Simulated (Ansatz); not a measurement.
HgC2S2N2 (C2/m), computed twice by G0W0.

Symmetry: C2/m, No. 12, monoclinic system. Conventional cell: a = 10.878 Å, b = 4.042 Å, c = 6.435 Å, α = 90.00°, β = 95.28°, γ = 90.00°. Nearest to Hg lie 2 S at 2.43 Å. Nearest to C lie 1 N at 1.18 Å and 1 S at 1.66 Å. Nearest to S lie 1 C at 1.66 Å and 1 Hg at 2.43 Å. N has 1 C at 1.18 Å nearest. Farther neighbours and most contacts between anions are not listed.

```
Hg C S N
1.0
     5.43900   -2.02100    0.00000
     5.43900    2.02100    0.00000
    -0.59217    0.00000    6.40770
Hg C S N
1 2 2 2
Cartesian
  0.0000 0.0000 0.0000
  2.7629 0.0000 1.4311
  7.5229 0.0000 4.9766
  1.2430 0.0000 2.0888
  9.0429 0.0000 4.3189
  3.8601 0.0000 1.0055
  6.4257 0.0000 5.4022
```

Geometry: measured cell, ions relaxed with PBE. The runs that relaxed it are not among those shown. Spin-orbit coupling is left out unless a run names it.

The first (Ansatz 0.2.0; start PBE, 4×4×4 mesh, 1043 empty bands, screening to 220 eV, PAW set soft_1 files; 1 × NVIDIA H100 80GB HBM3 (shared by 6 runs) with 3 threads of AMD EPYC 7R13 (Zen 3), shared host) gave, on its mesh: starting gap 2.21 eV, G0W0 gap 4.03 eV, RPA ε∞ (mean) 3.66, 3.3 min.

The second changes frequency model from contour deformation to plasmon pole. What does it give?

It gave: starting gap 2.21 eV, G0W0 gap 4.11 eV, RPA ε∞ (mean) 3.66, 5 min. The G0W0 gap moves by +0.08 eV, +0.00 eV from the start and +0.08 eV from the correction. Σc changes by +0.06 eV at the valence top and +0.14 eV at the conduction bottom, and Σx − Vxc between them by +0.00 eV.

Limits: not at the basis limit; d shell near the gap, gap tends to lie low; no spin-orbit coupling.

[Paths, hosts, dates, memory and timing lines, banners, echoed tables and standing remarks are left out of the program output.]

[Logs are printed without paths, hosts, clocks, repeated set-up lines and the standing remarks that a program may print on its own settings, such as how far it seeks lower states.]

[Runs of the session that timed out or met a known fault of the program may be left out.]

[Cells called generated may have been cut or substituted from an entry of the Crystallography Open Database or the Materials Project.]

[Hosts, paths, dates, database ids (printed as entryN), source tags and the programs' standing remarks are cut or masked in the printed files.]
